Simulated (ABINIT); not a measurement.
Entries from a set of simulations; values are calculated unless marked as measured.

```xyz
9
Lattice="5.013 0.000 0.000 -2.507 4.341 0.000 0.000 0.000 5.470" Properties=species:S:1:pos:R:3 pbc="T T T" subject="Quasiparticle gap of SiO2 (P6_222) in ABINIT" method="RPA screening on LDA, plane waves, norm-conserving pseudopotentials (and 2 further levels or steps)" program="ABINIT 10.8.3" settings="cutoff 36 Ha, PseudoDojo scalar-relativistic 0.4.1 standard, norm-conserving, potential set dojo-sr-lda-0.4.1-standard, ngkpt (3, 3, 2), nband 187, ecuteps 3.9 Ha, inclvkb 2, shiftk (0, 0, 0), symchi 1, awtr 1, frequency ppm, 3×3×2 k-mesh" cost="5 runs, 7.6 min in all on 4 MPI ranks of Arm Neoverse V1, shared host" notes="The database entry behind the starting cell is an old determination (1926). The program’s warnings: nkpt*nsppol () is not a multiple of nproc spkpt (). The cell and positions come from the Crystallography Open Database and are kept as given unless a step says otherwise. The 3×3×2 mesh is coarse for this cell, which bears on the long-range parts of exchange and screening." lda_gap="5.37 eV, indirect" g0w0_gap_on_the_mesh="8.24 eV" gw_settings="3×3×2 mesh, 187 bands, screening to 106.1 eV, Godby-Needs plasmon pole" known_limits="short of the basis limit; coarse k mesh"
Si    1.253    2.171    1.823
Si   -1.253    2.171    3.647
Si    2.507    0.000    0.000
O    -1.025    3.486    4.558
O     1.481    0.855    0.912
O     0.000    1.711    2.735
O     3.532    0.855    4.558
O     1.025    3.486    0.912
O     2.507    2.631    2.735
```

[Long decimals in the printed logs are rounded to 6 places.]

[Logs are printed without paths, hosts, clocks, repeated set-up lines and the standing remarks that a program may print on its own settings, such as how far it seeks lower states.]

[Paths, hosts, dates, memory and timing lines, banners, echoed tables and standing remarks are left out of the program output; an Ansatz launch command may be rebuilt from the run's recorded settings. Measured values are a selection of at most five: reports struck by readers or far from the other reports are left out. None is set beside runs whose start may be inverted or whose files or cutoffs have a known fault.]

[Runs of the session that timed out or met a known fault of the program may be left out.]

[Hosts, paths, dates, database ids (printed as entryN), source tags and the programs' standing remarks are cut or masked in the printed files.]

[G0W0 gaps are taken among the corrected bands and points alone; a level outside them can change the order at an edge.]

[Where Ansatz stands beside ABINIT at settings called matched, ABINIT's density can come from a denser mesh and the files from another edition; pairs whose starting gaps differed by over 0.03 eV were left out, so agreement reads better than it is.]
